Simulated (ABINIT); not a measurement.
# Quasiparticle gap of SnO2 (Cassiterite) in ABINIT, part 2 of 2

Wanted: ground state, empty states, screening and self-energy for SnO2 (Cassiterite).

ABINIT 10.8.3; PBE and many-body steps on it, plane waves. Known limits of the many-body steps: not at the basis limit; no spin-orbit coupling; coarse k mesh.

So far. Step 2 (Ground state): The gap is direct, at Γ. Step 3 (Empty states on the mesh, 2×2×4 mesh, 69 bands): On this mesh the gap is 1.284 eV.

## (4) Screening, 2×2×4 mesh, 63 bands, screening to 87.1 eV

The RPA dielectric matrix is built and inverted for each q.

This step: RPA screening on PBE, plane waves, norm-conserving pseudopotentials.

run.abi

```
acell 3*1.0 Angstrom
rprim 
  4.738000000000 0.000000000000 0.000000000000
  0.000000000000 4.738000000000 0.000000000000
  0.000000000000 0.000000000000 3.186500000000
ntypat 2
znucl 50 8
natom 6
typat 1 1 2 2 2 2
xred 
  0.000000000000 0.000000000000 0.000000000000
  0.500000000000 0.500000000000 0.500000000000
  0.307100000000 0.307100000000 0.000000000000
  0.192900000000 0.807100000000 0.500000000000
  0.692900000000 0.692900000000 0.000000000000
  0.807100000000 0.192900000000 0.500000000000
pp_dirpath "pseudos"
pseudos "Sn.upf, O.upf"
ecut 42
ngkpt 2 2 4
nshiftk 1
shiftk 0 0 0
kptopt 1
chksymbreak 0
istwfk *1
occopt 1
irdwfk 1
optdriver 3
nband 63
ecuteps 3.2
inclvkb 2
awtr 1
symchi 1
indata_prefix "in"
outdata_prefix "out"
tmpdata_prefix "tmp"
```

On the command line:

```console
$ OMP_NUM_THREADS=1 mpirun -n 8 abinit run.abi > log
```

Numbers of over 12 decimals in the logs are rounded to 6 here.

Log:

```text
.Version 10.8.3 of ABINIT. v10.8.2 released Aug 2026.

 Symmetries : space group P4_2/m n m (#136); Bravais tP (primitive tetrag.)
[... echo of the input left out ...]
== DATASET  1 ==================================================================
-   mpi_nproc: 8, omp_nthreads: 1 (-1 if OMP is not activated)

--- !DatasetInfo
iteration_state: {dtset: 1, }
dimensions: {natom: 6, nkpt: 9, mband: 63, nsppol: 1, nspinor: 1, nspden: 1, mpw: 6312, }
cutoff_energies: {ecut:  42.0, pawecutdg:  -1.0, }
electrons: {nelect:   6.80000000E+01, charge:   0.00000000E+00, occopt:   1.00000000E+00, tsmear:   1.00000000E-02, }

 SCREENING: Calculation of the susceptibility and dielectric matrices

 Based on a program developped by R.W. Godby, V. Olevano, G. Onida, and L. Reining.
 Incorporated in ABINIT by V. Olevano, G.-M. Rignanese, and M. Torrent.
.Using double precision arithmetic ; gwpc =  8

[... cell and pseudopotentials left out ...]
--------------------------------------------------------------------------------

 ==== K-mesh for the wavefunctions ====
 Number of points in the irreducible wedge :     9
[... list of points left out ...]
 Together with 16 symmetry operations and time-reversal symmetry
 yields    16 points in the full Brillouin Zone.

 ==== Q-mesh for the screening function ====
 Number of points in the irreducible wedge :     9
[... list of points left out ...]
 Together with 16 symmetry operations and time-reversal symmetry
 yields    16 points in the full Brillouin Zone.

 setmesh: FFT mesh size selected  =    36x   36x   24
          total number of points  =        31104

 vcoul_init : cutoff-mode = AUXILIARY_FUNCTION
 q-points for optical limit:   1
     1)      0.000010    0.000020    0.000030

- screening: taking advantage of time-reversal symmetry
- Maximum band index for partially occupied states nbvw = 34
- Remaining bands to be divided among processors   nbcw = 29
- Number of bands treated by each node ~3

 Number of electrons calculated from density =   68.0000; Expected =   68.0000
 average of density, n =  0.140867
 r_s =    1.1923
 omega_plasma =   36.2043 [eV]

 calculating chi0 at frequencies [eV] :
  1    0.000000E+00    0.000000E+00
  2    0.000000E+00    3.620427E+01

--------------------------------------------------------------------------------
  q-point number  1        q = ( 0.000000, 0.000000, 0.000000) [r.l.u.]
--------------------------------------------------------------------------------
[... chi0 elements left out ...]
 For q-point:  0.000010 0.000020 0.000030
  dielectric constant =   5.0587
  dielectric constant without local fields =   5.2205

  Average fulfillment of the sum rule on Im[epsilon] for q-point    1 :     20.89  [%]
[... wings left out ...]
  q-point number  2        q = ( 0.500000, 0.000000, 0.000000) [r.l.u.]
--------------------------------------------------------------------------------
[... chi0 elements left out ...]
  Average fulfillment of the sum rule on Im[epsilon] for q-point    2 :     28.88  [%]

 [... 7 further q-points ...]
```

The job ended after 15 s (8 MPI ranks of Arm Neoverse V1, shared host; peak memory 2.5 GiB).

Numbers from this step:

* ε∞ with local fields, on this mesh, along the program's q direction: 5.059
* the same without local fields: 5.221
* plasma frequency: 36.20 eV
* plane waves in the screening matrix: 137

Local fields lower ε∞ by 3 %. On a Γ-centred mesh this coarse the value itself is usually too large, while a short band sum pulls it down.

## (5) Self-energy, 2×2×4 mesh, 63 bands, screening to 87.1 eV

The self-energy is evaluated for the states that the input lists, and the levels follow from it, in one-shot runs by the linearised quasiparticle equation.

This step: G0W0 on PBE, plane waves, norm-conserving pseudopotentials.

Edit run.abi of step 4 so:

```diff
@@ -27,8 +27,15 @@
 irdwfk 1
-optdriver 3
+optdriver 4
 nband 63
+gwcalctyp 0
+ecutsigx 42
+symsigma 1
+nkptgw 1
+kptgw 
+  0.0000000000 0.0000000000 0.0000000000
+bdgw 
+  32 36
 ecuteps 3.2
-inclvkb 2
-awtr 1
-symchi 1
+irdscr 1
+ppmodel 1
 indata_prefix "in"
```

Log:

```text
.Version 10.8.3 of ABINIT. v10.8.2 released Aug 2026.

 Symmetries : space group P4_2/m n m (#136); Bravais tP (primitive tetrag.)
[... echo of the input left out ...]
== DATASET  1 ==================================================================
-   mpi_nproc: 8, omp_nthreads: 1 (-1 if OMP is not activated)

--- !DatasetInfo
iteration_state: {dtset: 1, }
dimensions: {natom: 6, nkpt: 9, mband: 63, nsppol: 1, nspinor: 1, nspden: 1, mpw: 6312, }
cutoff_energies: {ecut:  42.0, pawecutdg:  -1.0, }
electrons: {nelect:   6.80000000E+01, charge:   0.00000000E+00, occopt:   1.00000000E+00, tsmear:   1.00000000E-02, }

 SIGMA: Calculation of the GW corrections

 Based on a program developped by R.W. Godby, V. Olevano, G. Onida, and L. Reining.
 Incorporated in ABINIT by V. Olevano, G.-M. Rignanese, and M. Torrent.
.Using double precision arithmetic ; gwpc =  8

[... cell and pseudopotentials left out ...]
--------------------------------------------------------------------------------

 ==== K-mesh for the wavefunctions ====
 Number of points in the irreducible wedge :     9
[... list of points left out ...]
 Together with 16 symmetry operations and time-reversal symmetry
 yields    16 points in the full Brillouin Zone.

 ==== Q-mesh for screening function ====
 Number of points in the irreducible wedge :     9
[... list of points left out ...]
 Together with 16 symmetry operations and time-reversal symmetry
 yields    16 points in the full Brillouin Zone.

 vcoul_init : cutoff-mode = AUXILIARY_FUNCTION
 q-points for optical limit:   1
     1)      0.000010    0.000020    0.000030
 setmesh: FFT mesh size selected  =    54x   54x   36
          total number of points  =       104976

 Number of electrons calculated from density =   68.0000; Expected =   68.0000
 average of density, n =  0.140867
 r_s =    1.1923
 omega_plasma =   36.2043 [eV]

 === KS Band Gaps ===
  >>>> For spin  1
   Minimum direct gap =   1.2836 [eV], located at k-point      :   0.0000  0.0000  0.0000
   Fundamental gap    =   1.2836 [eV], Top of valence bands at :   0.0000  0.0000  0.0000
                                       Bottom of conduction at :   0.0000  0.0000  0.0000
 SIGMA fundamental parameters:
 PLASMON POLE MODEL  1
 number of plane-waves for SigmaX                 6273
 number of plane-waves for SigmaC and W            137
 number of plane-waves for wavefunctions          6273
 number of bands                                    63
 number of independent spin polarizations            1
 number of spinorial components                      1
 number of k-points in IBZ                           9
 number of q-points in IBZ                           9
 number of symmetry operations                      16
 number of k-points in BZ                           16
 number of q-points in BZ                           16
 number of frequencies for dSigma/dE                 9
 frequency step for dSigma/dE [eV]                0.25
 number of omega for Sigma on real axis              0
 max omega for Sigma on real axis  [eV]           0.00
 zcut for avoiding poles [eV]                     0.10

 EPSILON^-1 parameters (SCR file):
 dimension of the eps^-1 matrix on file            137
 dimension of the eps^-1 matrix used               137
 number of plane-waves for wavefunctions          6273
 number of bands                                    63
 number of q-points in IBZ                           9
 number of frequencies                               2
 number of real frequencies                          1
 number of imag frequencies                          1

 matrix elements of self-energy operator (all in [eV])

 Perturbative Calculation

--- !SelfEnergy_ee
iteration_state: {dtset: 1, }
kpoint     : [   0.000,    0.000,    0.000, ]
spin       : 1
KS_gap     :    1.284
QP_gap     :    2.882
Delta_QP_KS:    1.598
data: !SigmaeeData |
     Band     E0 <VxcDFT>   SigX SigC(E0)      Z dSigC/dE  Sig(E)    E-E0       E
       32   6.013 -20.019 -25.554   5.502   0.784  -0.276 -20.044  -0.025   5.988
       33   6.013 -20.019 -25.554   5.502   0.784  -0.276 -20.044  -0.025   5.988
       34   6.777 -20.354 -26.147   5.738   0.783  -0.277 -20.397  -0.043   6.734
       35   8.061 -16.496 -12.268  -2.384   0.843  -0.186 -14.942   1.555   9.615
       36  12.920 -16.300 -10.641  -3.062   0.833  -0.200 -14.136   2.164  15.084

== END DATASET(S) ==============================================================
================================================================================

 -outvars: echo values of variables after computation  --------
           etotal      0.0000000000E+00
            nband          63
             nkpt           9
          spgroup         136
 [... the other variables as echoed above ...]

 Calculation completed.
```

Elapsed: 3.5 s, on 8 MPI ranks; peak memory 1.3 GiB.

This step gave:

| Item | Value |
| --- | --- |
| G0W0 gap on the points computed | 2.881 eV |
| starting gap on the mesh | 1.284 eV |
| k of the valence top | 0, 0, 0 |
| k of the conduction bottom | 0, 0, 0 |
| Z at the valence top | 0.783 |
| Z at the conduction bottom | 0.843 |
| least direct G0W0 gap on the computed points | 2.881 eV |

The gap on the mesh goes from 1.28 eV to 2.88 eV, a correction of +1.60 eV.

Limits: finite bands, cutoff and mesh; no spin-orbit coupling; coarse k mesh. v1 is the top filled band, c1 the lowest empty one. Levels before and after the correction, in eV, zero at the valence-band top of each column:

|  | conduction bottom | valence top |
| --- | --- | --- |
| Kohn-Sham | 1.28 | 0.00 |
| G0W0 | 2.88 | 0.00 |

|  | level | energy (eV) |
| --- | --- | --- |
| Kohn-Sham | Γ v3-v2 | -0.764 |
| Kohn-Sham | Γ v1 | 0.000 |
| Kohn-Sham | Γ c1 | 1.284 |
| Kohn-Sham | Γ c2 | 6.143 |
| G0W0 | Γ v3-v2 | -0.746 |
| G0W0 | Γ v1 | 0.000 |
| G0W0 | Γ c1 | 2.881 |
| G0W0 | Γ c2 | 8.350 |

## (6) Where the time went

Times are wall times on 8 MPI ranks of Arm Neoverse V1, shared host, good to a factor of about two.

| step | time | share | memory (GiB) |
| --- | --- | --- | --- |
| ground state | 38 s | 48 % | 0.77 |
| empty states on the mesh | 22 s | 28 % | 0.58 |
| screening | 15 s | 19 % | 2.5 |
| self-energy | 3.5 s | 4 % | 1.3 |

## (7) What came out

```yaml
pbe_gap: 1.28 eV, direct
g0w0_gap_on_the_mesh: 2.88 eV
gw_settings: 2×2×4 mesh, 63 bands, screening to 87.1 eV, Godby-Needs plasmon pole
known_limits: not at the basis limit; no spin-orbit coupling; coarse k mesh
```

**Reading.** G0W0 moves the gap on the mesh from 1.28 eV to 2.88 eV (+1.60 eV), with Z of 0.78 and 0.84 at the edges. Local fields lower the RPA ε∞ on this mesh from 5.22 to 5.06; a Γ-centred mesh this coarse tends to raise both, most where the direct gap is narrow, while a short band sum lowers them. Only 1 of the mesh's irreducible points was corrected, so a valley elsewhere could overtake. The dearest step here is «ground state». Against experiment, by G0W0@PBE: the gap of 2.88 eV lies −0.72 eV from the measured 3.6 eV (kind not stated, quoted 2022). The calculation has static nuclei and no excitons; a measured gap holds zero-point and thermal motion, which mostly lowers it. Against the values above the computed gap that would widen the miss. An edge that is forbidden or weak in absorption could explain it, and so could too strong a screening: the start's gap is only 1.28 eV, the mesh is coarse, and one shot does not repair that. Bands and cutoff are finite, so the gap is not at the basis limit. The miss can reach some tenths of an eV and take either sign; the mesh is an error of its own. In the G0W0 run levels were corrected at 1 k point alone, so a gap called «on the mesh» is the least over those, and an edge elsewhere would be missed. The 2×2×4 mesh is coarse for this cell, which bears on the long-range parts of exchange and screening. The many-body steps are scalar-relativistic: spin-orbit coupling is not in them.

[Paths, hosts, dates, memory and timing lines, banners, echoed tables and standing remarks are left out of the program output.]

[Logs are printed without paths, hosts, clocks, repeated set-up lines and the standing remarks that a program may print on its own settings, such as how far it seeks lower states.]

[Runs of the session that timed out or met a known fault of the program may be left out.]

[Hosts, paths, dates, database ids (printed as entryN), source tags and the programs' standing remarks are cut or masked in the printed files.]

[G0W0 gaps are taken among the corrected bands and points alone; a level outside them can change the order at an edge.]

[Where Ansatz stands beside ABINIT at settings called matched, ABINIT's density can come from a denser mesh and the files from another edition; pairs whose starting gaps differed by over 0.03 eV were left out, so agreement reads better than it is.]
